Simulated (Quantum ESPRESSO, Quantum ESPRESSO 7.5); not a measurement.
**Tuning the work function of Al(100)**

Wanted: work-function changes of Al(100) along a row of adsorbates.

Calculated with Quantum ESPRESSO 7.5; plane-wave DFT, PBE, GBRV ultrasoft pseudopotentials.

The experiments to compare with:

For Al (clean (100) face), “Properties of real metallic surfaces: Effects of density functional semilocality and van der Waals nonlocality” (2017, arxiv:1702.08515) quotes earlier work: work function (clean (100) face) 4.32 eV.

This is a report of a sequence of runs, with most program output left out.

### Step 1. The starting structure

The cell holds 5 atoms: 5 Al. Its edges and angles: a = 2.864 Å, b = 2.864 Å, c = 24.100 Å, α = 90.0°, β = 90.0°, γ = 90.0°. It derives from Al. Vacuum lies along c.

Coordinates:

```cif
data_structure
_symmetry_space_group_name_H-M 'P 1'
_symmetry_Int_Tables_number 1
_cell_length_a 2.8638
_cell_length_b 2.8638
_cell_length_c 24.1000
_cell_angle_alpha 90.000
_cell_angle_beta 90.000
_cell_angle_gamma 90.000
_cell_volume 197.65
loop_
_atom_site_label
_atom_site_type_symbol
_atom_site_fract_x
_atom_site_fract_y
_atom_site_fract_z
_atom_site_occupancy
Al1 Al 0.00000 0.00000 0.33195 1
Al2 Al 0.50000 0.50000 0.41598 1
Al3 Al 0.00000 0.00000 0.50000 1
Al4 Al 0.50000 0.50000 0.58402 1
Al5 Al 0.00000 0.00000 0.66805 1
```

This is the clean slab. Each overlayer is one atom a surface cell, set on the hollow site and held there by symmetry.

This run has no spin polarisation although its electron count is odd. A spin-polarised state was not tried and may lie lower.

### Step 2. Relaxing the ions, clean face

The upper layers and the overlayer are relaxed in a plain periodic cell; the small field of the images is left in for this step. Atoms flagged 0 0 0 are held.

File clean.relax.in:

```
&control
  prefix = 'clean.relax'
  outdir = './out'
  pseudo_dir = './pseudo'
  nstep = 40
  forc_conv_thr = 0.001
  calculation = 'relax'
/
&system
  ibrav = 0
  nat = 5
  ntyp = 1
  ecutwfc = 40
  ecutrho = 200
  occupations = 'smearing'
  smearing = 'mv'
  degauss = 0.02
/
&electrons
  conv_thr = 1e-07
  mixing_beta = 0.4
  electron_maxstep = 120
  mixing_mode = 'local-TF'
/
&ions
/
ATOMIC_SPECIES
  Al  26.9815  al_pbe_v1.uspp.F.UPF
CELL_PARAMETERS angstrom
  2.86378246380552 0.00000000000000 0.00000000000000
  0.00000000000000 2.86378246380552 0.00000000000000
  0.00000000000000 0.00000000000000 24.10000000000000
ATOMIC_POSITIONS crystal
  Al  0.000000000000 0.000000000000 0.331950207469 0 0 0
  Al  0.500000000000 0.500000000000 0.415975103734 0 0 0
  Al  0.000000000000 0.000000000000 0.500000000000 0 0 0
  Al  0.500000000000 0.500000000000 0.584024896266
  Al  0.000000000000 0.000000000000 0.668049792531
K_POINTS automatic
  8 8 1 0 0 0
```

Launch:

```bash
OMP_NUM_THREADS=1 mpirun -n 2 pw.x -nk 2 -in clean.relax.in > clean.relax.out
```

Elapsed: 23 s, on 2 MPI ranks of Intel Xeon Platinum 8375C at 2.90GHz (Ice Lake), shared host; peak memory 0.24 GiB; 46 s of CPU time.

No atom moved by 0.005 Å in the relaxation.

 On the free atoms the largest force ends at 0.016 eV/Å.

Read from the output:

```
free energy  : -455.3480 eV
Fermi energy : 0.9426 eV
```

### Step 3. Ground state, clean face

The effective screening medium with bc1 puts vacuum on both sides and removes the images along the normal. The slab must sit about z = 0, symmetry is kept, and the .esm1 file holds the planar potential.

File clean.esm.in:

```
&control
  prefix = 'clean.esm'
  outdir = './out'
  pseudo_dir = './pseudo'
  calculation = 'scf'
  tprnfor = .true.
/
&system
  ibrav = 0
  nat = 5
  ntyp = 1
  ecutwfc = 40
  ecutrho = 200
  occupations = 'smearing'
  smearing = 'mv'
  degauss = 0.02
  assume_isolated = 'esm'
  esm_bc = 'bc1'
/
&electrons
  conv_thr = 1e-07
  mixing_beta = 0.4
  electron_maxstep = 120
  mixing_mode = 'local-TF'
/
ATOMIC_SPECIES
  Al  26.9815  al_pbe_v1.uspp.F.UPF
CELL_PARAMETERS angstrom
  2.86378246380552 0.00000000000000 0.00000000000000
  0.00000000000000 2.86378246380552 0.00000000000000
  0.00000000000000 0.00000000000000 24.10000000000000
ATOMIC_POSITIONS crystal
  Al  0.000000000000 0.000000000000 -0.168049784420
  Al  0.500000000000 0.500000000000 -0.084024889239
  Al  0.000000000000 0.000000000000 -0.000000005941
  Al  0.500000000000 0.500000000000 0.084024889239
  Al  0.000000000000 0.000000000000 0.168049784420
K_POINTS automatic
  8 8 1 0 0 0
```

Launch:

```bash
OMP_NUM_THREADS=1 mpirun -n 2 pw.x -nk 2 -in clean.esm.in > clean.esm.out
```

Elapsed: 25 s, on 2 MPI ranks; peak memory 0.24 GiB.

This step gave:

```
Fermi energy                                                   : -4.198 eV
vacuum line at the lower end of the cell, over the Fermi level : 4.198 eV
vacuum line at the upper end of the cell, over the Fermi level : 4.198 eV
```

The potential energy, planar mean oscillates, so the rows of the table below give means over windows of 2.01 Å about each position, cut where the curve ends. Its maxima inside the range that stand out by 2 % of the span (Å: eV): -3.0: -2.07, -1.0: -2.07, 1.0: -2.07, 3.0: -2.07. Its minima: -4.0: -11.9, -2.0: -12.1, 0.0: -12.0, 2.0: -12.1, 4.0: -11.9.

Electrostatic potential energy of an electron; zero at the Fermi level. The potential energy, planar mean by z; means over each step:

| z (Å) | potential energy, planar mean (eV) |
| --- | --- |
| -11.05 | 4.20 |
| -9.04 | 4.20 |
| -7.03 | 4.13 |
| -5.02 | -1.97 |
| -3.01 | -6.77 |
| -1.00 | -6.78 |
| 1.01 | -6.78 |
| 3.02 | -6.77 |
| 5.03 | -1.81 |
| 7.04 | 4.13 |
| 9.05 | 4.20 |
| 11.06 | 4.20 |

The vacuum levels are read from the outermost 0.7 Å of the cell on either side.

The run needed 21 iterations to bring the estimated error under 1e-07 Ry; the largest force on any atom, held or free, is 0.02 eV/Å.

Inside the slab this potential holds the local part of the pseudopotentials, which can be repulsive at the nuclei; only its value in the vacuum has a meaning of its own.

### Step 4. Projected density of states, clean face

projwfc.x splits the states by atom and orbital; the spilling says how much the atomic basis misses.

File clean.pdos.in:

```
&projwfc
  prefix = 'clean.esm'
  outdir = './out'
  filpdos = 'clean.pdos'
  Emin = -12.198
  Emax = -0.198
  DeltaE = 0.1
  ngauss = 0
  degauss = 0.01
/
```

Launch:

```bash
OMP_NUM_THREADS=1 mpirun -n 2 projwfc.x -in clean.pdos.in > clean.pdos.out
```

Wall time 1.2 s (2 MPI ranks); peak memory 0.09 GiB.

Read from the output:

| Item | Value |
| --- | --- |
| spilling of the projection | 0.015 |

Projected DOS an atom over height of the atomic layer and energy from the Fermi level. Columns are the atomic layers from the bottom up.

Ten even steps from '0' (0.129 states/eV) to '9' (0.728 states/eV), each cell a mean:
```
73737
64346
43234
96269
20202
65756
62526
94449
33133
21012
78587
20102
65956
11011
10001
35353
21212
24542
01010
01010
13231
01010
```
Columns: height of the atomic layer (Å) from -4.05 to 4.05; rows upwards: energy from the Fermi level (eV) from -8 to 1.5.

The atomic orbitals miss 1.5 % of the occupied states; for empty states the projections can miss much more.

### Step 5. Relaxation with pw.x, H overlayer

System of this step: Al(100), 5 layers, one monolayer of H on hollow sites. The cell holds 6 atoms: 5 Al and 1 H. Cell: a = 2.864 Å, b = 2.864 Å, c = 27.100 Å, α = 90.0°, β = 90.0°, γ = 90.0°. It derives from Al. Vacuum lies along c.

File H.relax.in:

```
&control
  prefix = 'H.relax'
  outdir = './out'
  pseudo_dir = './pseudo'
  nstep = 40
  forc_conv_thr = 0.001
  calculation = 'relax'
/
&system
  ibrav = 0
  nat = 6
  ntyp = 2
  ecutwfc = 40
  ecutrho = 200
  occupations = 'smearing'
  smearing = 'mv'
  degauss = 0.02
/
&electrons
  conv_thr = 1e-07
  mixing_beta = 0.4
  electron_maxstep = 120
  mixing_mode = 'local-TF'
/
&ions
/
ATOMIC_SPECIES
  Al  26.9815  al_pbe_v1.uspp.F.UPF
  H   1.0080  h_pbe_v1.4.uspp.F.UPF
CELL_PARAMETERS angstrom
  2.86378246380552 0.00000000000000 0.00000000000000
  0.00000000000000 2.86378246380552 0.00000000000000
  0.00000000000000 0.00000000000000 27.10000000000000
ATOMIC_POSITIONS crystal
  Al  0.000000000000 0.000000000000 0.306273062731 0 0 0
  Al  0.500000000000 0.500000000000 0.380996309963 0 0 0
  Al  0.000000000000 0.000000000000 0.455719557196 0 0 0
  Al  0.500000000000 0.500000000000 0.530442804428
  Al  0.000000000000 0.000000000000 0.605166051661
  H   0.500000000000 0.500000000000 0.631258552811
K_POINTS automatic
  8 8 1 0 0 0
```

Launch:

```bash
OMP_NUM_THREADS=1 mpirun -n 2 pw.x -nk 2 -in H.relax.in > H.relax.out
```

It took 70 s on 2 MPI ranks; peak memory 0.27 GiB.

The steps of the relaxation:

| step | energy less that of the first step (eV) | largest force (eV/Å) |
| --- | --- | --- |
| 1 | 0.0000 | 0.1453 |
| 2 | -0.0005 | 0.1291 |
| 3 | -0.0010 | 0.1129 |
| 4 | -0.0016 | 0.0876 |
| 5 | -0.0023 | 0.0499 |
| 6 | -0.0027 | 0.0288 |
| 7 | -0.0028 | 0.0246 |

The atoms that moved most (Å):

| atom | dx | dy | dz | length |
| --- | --- | --- | --- | --- |
| Al4 | 0.000 | 0.000 | -0.031 | 0.031 |
| H6 | 0.000 | 0.000 | 0.017 | 0.017 |

 On the free atoms the largest force ends at 0.025 eV/Å.

Read from the output:

| Item | Value |
| --- | --- |
| free energy | -470.7100 eV |
| Fermi energy | 0.5069 eV |

### Step 6. SCF with pw.x, H overlayer

File H.esm.in:

```
&control
  prefix = 'H.esm'
  outdir = './out'
  pseudo_dir = './pseudo'
  calculation = 'scf'
  tprnfor = .true.
/
&system
  ibrav = 0
  nat = 6
  ntyp = 2
  ecutwfc = 40
  ecutrho = 200
  occupations = 'smearing'
  smearing = 'mv'
  degauss = 0.02
  assume_isolated = 'esm'
  esm_bc = 'bc1'
/
&electrons
  conv_thr = 1e-07
  mixing_beta = 0.4
  electron_maxstep = 120
  mixing_mode = 'local-TF'
/
ATOMIC_SPECIES
  Al  26.9815  al_pbe_v1.uspp.F.UPF
  H   1.0080  h_pbe_v1.4.uspp.F.UPF
CELL_PARAMETERS angstrom
  2.86378246380552 0.00000000000000 0.00000000000000
  0.00000000000000 2.86378246380552 0.00000000000000
  0.00000000000000 0.00000000000000 27.10000000000000
ATOMIC_POSITIONS crystal
  Al  0.000000000000 0.000000000000 -0.162803880600
  Al  0.500000000000 0.500000000000 -0.088080633300
  Al  0.000000000000 0.000000000000 -0.013357386100
  Al  0.500000000000 0.500000000000 0.060204509300
  Al  0.000000000000 0.000000000000 0.136093873400
  H   0.500000000000 0.500000000000 0.162803880600
K_POINTS automatic
  8 8 1 0 0 0
```

Launch:

```bash
OMP_NUM_THREADS=1 mpirun -n 2 pw.x -nk 2 -in H.esm.in > H.esm.out
```

The job ended after 37 s (2 MPI ranks; peak memory 0.26 GiB; 74 s of CPU time).

Read from the output:

| Item | Value |
| --- | --- |
| free energy | -470.7098 eV |
| Fermi energy | -4.079 eV |
| vacuum line at the lower end of the cell, over the Fermi level | 4.248 eV |
| vacuum line at the upper end of the cell, over the Fermi level | 3.910 eV |

The potential energy, planar mean oscillates, so the rows of the table below give means over windows of 2.03 Å about each position, cut where the curve ends. Its maxima inside the range that stand out by 2 % of the span (Å: eV): -3.4: -2.00, -1.4: -1.93, 0.7: -2.23, 2.7: -1.75. Its minima: -4.4: -11.8, -2.4: -12.0, -0.3: -12.0, 1.6: -12.0, 3.7: -12.4.

Electrostatic potential energy of an electron; zero at the Fermi level. Potential energy, planar mean against z; means over each step:

z (Å), potential energy, planar mean (eV) and a bar from the least value:
```
   -12.54        4.2 ##############################
   -10.51        4.2 ##############################
    -8.48        4.2 ##############################
    -6.45        3.5 ############################
    -4.42       -6.3 ##
    -2.39       -6.7 #
    -0.36       -6.7 #
     1.67       -6.7 #
     3.70       -7.3 
     5.73        3.0 ###########################
     7.76        3.9 #############################
     9.79        3.9 #############################
    11.82        3.9 #############################
```

The covered face stands at 3.91 eV against 4.20 eV when clean.

Inside the slab this potential holds the local part of the pseudopotentials, which can be repulsive at the nuclei; only its value in the vacuum has a meaning of its own.

### Step 7. Projected density of states, H overlayer

File H.pdos.in:

```
&projwfc
  prefix = 'H.esm'
  outdir = './out'
  filpdos = 'H.pdos'
  Emin = -12.079
  Emax = -0.079
  DeltaE = 0.1
  ngauss = 0
  degauss = 0.01
/
```

Launch:

```bash
OMP_NUM_THREADS=1 mpirun -n 2 projwfc.x -in H.pdos.in > H.pdos.out
```

Wall time 1.4 s (2 MPI ranks); peak memory 0.09 GiB.

This step gave:

| Item | Value |
| --- | --- |
| spilling of the projection | 0.0154 |

Projected DOS an atom over height of the atomic layer and energy from the Fermi level. Columns are the atomic layers from the bottom up.

Values in states/eV, 22 rows by 6 columns, each cell a mean:
```
0.33 0.22 0.34 0.17 0.40 0.03
0.69 0.47 0.44 0.37 0.66 0.09
0.28 0.27 0.29 0.39 0.25 0.08
0.82 0.51 0.41 0.47 0.68 0.07
0.44 0.43 0.34 0.33 0.31 0.11
0.30 0.30 0.44 0.42 0.36 0.07
0.54 0.33 0.34 0.34 0.32 0.10
0.49 0.23 0.31 0.24 0.42 0.06
0.62 0.44 0.44 0.43 0.43 0.12
0.42 0.33 0.30 0.43 0.17 0.17
0.31 0.43 0.32 0.32 0.42 0.03
0.28 0.27 0.26 0.30 0.22 0.15
0.40 0.40 0.59 0.45 0.30 0.12
0.38 0.25 0.25 0.33 0.25 0.16
0.30 0.26 0.23 0.31 0.20 0.21
0.16 0.30 0.22 0.20 0.14 0.06
0.30 0.33 0.32 0.28 0.26 0.17
0.19 0.29 0.34 0.33 0.23 0.13
0.28 0.33 0.30 0.28 0.34 0.18
0.15 0.18 0.16 0.13 0.21 0.10
0.15 0.26 0.24 0.25 0.29 0.10
0.21 0.27 0.19 0.16 0.22 0.10
```
Columns: height of the atomic layer (Å) from -4.41 to 4.41 (not evenly spaced); rows upwards: energy from the Fermi level (eV) from -8 to 1.5.

The atomic orbitals miss 1.5 % of the occupied states; for empty states the projections can miss much more.

### Step 8. Relaxing the ions, O overlayer

System of this step: Al(100), 5 layers, one monolayer of O on hollow sites. The cell holds 6 atoms: 5 Al and 1 O. Its edges and angles: a = 2.864 Å, b = 2.864 Å, c = 27.100 Å, α = 90.0°, β = 90.0°, γ = 90.0°. It derives from Al. Vacuum lies along c.

File O.relax.in:

```
&control
  prefix = 'O.relax'
  outdir = './out'
  pseudo_dir = './pseudo'
  nstep = 40
  forc_conv_thr = 0.001
  calculation = 'relax'
/
&system
  ibrav = 0
  nat = 6
  ntyp = 2
  ecutwfc = 40
  ecutrho = 200
  occupations = 'smearing'
  smearing = 'mv'
  degauss = 0.02
/
&electrons
  conv_thr = 1e-07
  mixing_beta = 0.4
  electron_maxstep = 120
  mixing_mode = 'local-TF'
/
&ions
/
ATOMIC_SPECIES
  Al  26.9815  al_pbe_v1.uspp.F.UPF
  O   15.9990  o_pbe_v1.2.uspp.F.UPF
CELL_PARAMETERS angstrom
  2.86378246380552 0.00000000000000 0.00000000000000
  0.00000000000000 2.86378246380552 0.00000000000000
  0.00000000000000 0.00000000000000 27.10000000000000
ATOMIC_POSITIONS crystal
  Al  0.000000000000 0.000000000000 0.306273062731 0 0 0
  Al  0.500000000000 0.500000000000 0.380996309963 0 0 0
  Al  0.000000000000 0.000000000000 0.455719557196 0 0 0
  Al  0.500000000000 0.500000000000 0.530442804428
  Al  0.000000000000 0.000000000000 0.605166051661
  O   0.500000000000 0.500000000000 0.631258552811
K_POINTS automatic
  8 8 1 0 0 0
```

Launch:

```bash
OMP_NUM_THREADS=1 mpirun -n 2 pw.x -nk 2 -in O.relax.in > O.relax.out
```

Run time: 4 min. Hardware: 2 MPI ranks; peak memory 0.37 GiB.

The steps of the relaxation:

| step | energy less that of the first step (eV) | largest force (eV/Å) |
| --- | --- | --- |
| 1 | 0.0000 | 1.3979 |
| 2 | -0.0474 | 0.9434 |
| 3 | -0.0768 | 0.5056 |
| 4 | -0.0881 | 0.2414 |
| 5 | -0.0901 | 0.2672 |
| 6 | -0.0927 | 0.2632 |
| 7 | -0.0962 | 0.2285 |
| 8 | -0.0999 | 0.1609 |
| 9 | -0.1030 | 0.2198 |
| 10 | -0.1047 | 0.2448 |
| 11 | -0.1071 | 0.2449 |
| 12 | -0.1111 | 0.2110 |
| 13 | -0.1160 | 0.1304 |
| 14 | -0.1175 | 0.0783 |
| 15 | -0.1179 | 0.0157 |

The atoms that moved most (Å):

| atom | dx | dy | dz | length |
| --- | --- | --- | --- | --- |
| Al5 | 0.000 | 0.000 | 0.281 | 0.281 |
| O6 | 0.000 | 0.000 | 0.156 | 0.156 |
| Al4 | 0.000 | 0.000 | 0.034 | 0.034 |

Final coordinates:

```cif
data_structure
_symmetry_space_group_name_H-M 'P 1'
_symmetry_Int_Tables_number 1
_cell_length_a 2.8638
_cell_length_b 2.8638
_cell_length_c 27.1000
_cell_angle_alpha 90.000
_cell_angle_beta 90.000
_cell_angle_gamma 90.000
_cell_volume 222.25
loop_
_atom_site_label
_atom_site_type_symbol
_atom_site_fract_x
_atom_site_fract_y
_atom_site_fract_z
_atom_site_occupancy
Al1 Al 0.00000 0.00000 0.30627 1
Al2 Al 0.50000 0.50000 0.38100 1
Al3 Al 0.00000 0.00000 0.45572 1
Al4 Al 0.50000 0.50000 0.53169 1
Al5 Al 0.00000 0.00000 0.61553 1
O6 O 0.50000 0.50000 0.63703 1
```

The relaxation lowers the energy by 20 meV an atom. On the free atoms the largest force ends at 0.016 eV/Å.

Numbers from this step:

| Property | Result |
| --- | --- |
| free energy | -896.3365 eV |
| Fermi energy | 0.8672 eV |

### Step 9. Self-consistent run, O overlayer

File O.esm.in:

```
&control
  prefix = 'O.esm'
  outdir = './out'
  pseudo_dir = './pseudo'
  calculation = 'scf'
  tprnfor = .true.
/
&system
  ibrav = 0
  nat = 6
  ntyp = 2
  ecutwfc = 40
  ecutrho = 200
  occupations = 'smearing'
  smearing = 'mv'
  degauss = 0.02
  assume_isolated = 'esm'
  esm_bc = 'bc1'
/
&electrons
  conv_thr = 1e-07
  mixing_beta = 0.4
  electron_maxstep = 120
  mixing_mode = 'local-TF'
/
ATOMIC_SPECIES
  Al  26.9815  al_pbe_v1.uspp.F.UPF
  O   15.9990  o_pbe_v1.2.uspp.F.UPF
CELL_PARAMETERS angstrom
  2.86378246380552 0.00000000000000 0.00000000000000
  0.00000000000000 2.86378246380552 0.00000000000000
  0.00000000000000 0.00000000000000 27.10000000000000
ATOMIC_POSITIONS crystal
  Al  0.000000000000 0.000000000000 -0.165375993350
  Al  0.500000000000 0.500000000000 -0.090652746050
  Al  0.000000000000 0.000000000000 -0.015929498850
  Al  0.500000000000 0.500000000000 0.060039051650
  Al  0.000000000000 0.000000000000 0.143878964750
  O   0.500000000000 0.500000000000 0.165375993350
K_POINTS automatic
  8 8 1 0 0 0
```

Launch:

```bash
OMP_NUM_THREADS=1 mpirun -n 2 pw.x -nk 2 -in O.esm.in > O.esm.out
```

Wall time 71 s (2 MPI ranks); peak memory 0.37 GiB; 2.4 min of CPU time.

Numbers from this step:

```
free energy                                                    : -896.3362 eV
Fermi energy                                                   : -4.071 eV
vacuum line at the lower end of the cell, over the Fermi level : 4.299 eV
vacuum line at the upper end of the cell, over the Fermi level : 3.843 eV
```

The potential energy, planar mean oscillates, so the rows of the table below give means over windows of 2.03 Å about each position, cut where the curve ends. Its maxima inside the range that stand out by 2 % of the span (Å: eV): -3.5: -2.06, -1.5: -1.83, 0.6: -1.73, 2.7: -0.641. Its minima: -4.5: -11.8, -2.5: -11.9, -0.5: -11.9, 1.6: -11.9, 4.3: -17.1.

Electrostatic potential energy of an electron; zero at the Fermi level. Potential energy, planar mean against z; means over each step:

| z (Å) | potential energy, planar mean (eV) |
| --- | --- |
| -12.54 | 4.30 |
| -10.51 | 4.30 |
| -8.48 | 4.29 |
| -6.45 | 3.45 |
| -4.42 | -6.40 |
| -2.39 | -6.66 |
| -0.36 | -6.59 |
| 1.67 | -6.48 |
| 3.70 | -9.88 |
| 5.73 | 1.72 |
| 7.76 | 3.84 |
| 9.79 | 3.84 |
| 11.82 | 3.84 |

The covered face stands at 3.84 eV against 4.20 eV when clean.

Inside the slab this potential holds the local part of the pseudopotentials, which can be repulsive at the nuclei; only its value in the vacuum has a meaning of its own.

### Step 10. Projected density of states, O overlayer

File O.pdos.in:

```
&projwfc
  prefix = 'O.esm'
  outdir = './out'
  filpdos = 'O.pdos'
  Emin = -12.071
  Emax = -0.071
  DeltaE = 0.1
  ngauss = 0
  degauss = 0.01
/
```

Launch:

```bash
OMP_NUM_THREADS=1 mpirun -n 2 projwfc.x -in O.pdos.in > O.pdos.out
```

Run time: 1.4 s. Hardware: 2 MPI ranks; peak memory 0.1 GiB; 2.6 s of CPU time.

Read from the output:

| Quantity | Value |
| --- | --- |
| spilling of the projection | 0.0132 |

Projected DOS an atom over height of the atomic layer and energy from the Fermi level. Columns are the atomic layers from the bottom up.

Values in states/eV, 22 rows by 6 columns, each cell a mean:
```
0.46 0.30 0.32 0.19 0.46 0.10
0.52 0.34 0.44 0.35 0.20 0.08
0.46 0.36 0.30 0.60 0.31 0.10
0.58 0.29 0.35 0.36 0.28 0.15
0.45 0.51 0.50 0.33 0.22 0.11
0.56 0.42 0.49 0.48 0.25 0.07
0.52 0.22 0.35 0.30 0.18 0.18
0.36 0.31 0.21 0.36 0.08 0.13
0.49 0.26 0.38 0.38 0.13 0.24
0.55 0.62 0.44 0.68 0.10 0.18
0.33 0.12 0.23 0.23 0.06 0.22
0.36 0.46 0.47 0.34 0.02 0.25
0.34 0.34 0.35 0.34 0.02 0.25
0.31 0.23 0.22 0.31 0.02 1.23
0.25 0.25 0.22 0.31 0.11 1.70
0.24 0.29 0.32 0.27 0.17 1.48
0.31 0.37 0.35 0.32 0.24 1.07
0.22 0.33 0.37 0.29 0.14 0.53
0.16 0.17 0.13 0.18 0.36 1.02
0.23 0.33 0.30 0.29 0.13 0.26
0.13 0.13 0.13 0.12 0.31 0.78
0.19 0.38 0.31 0.23 0.36 0.67
```
Columns: height of the atomic layer (Å) from -4.48 to 4.48 (not evenly spaced); rows upwards: energy from the Fermi level (eV) from -8 to 1.5.

The atomic orbitals miss 1.3 % of the occupied states; for empty states the projections can miss much more.

[end of part 1 of 2]

[Logs are printed without paths, hosts, clocks, repeated set-up lines and the standing remarks that a program may print on its own settings, such as how far it seeks lower states.]

[Hosts, paths, dates, database ids (printed as entryN), source tags and the programs' standing remarks are cut or masked in the printed files.]

[Maps of the electrostatic potential energy from Ansatz leave out the sawtooth potential of an applied field or a dipole correction, so their vacuum need not be flat; planar profiles and work functions include it.]
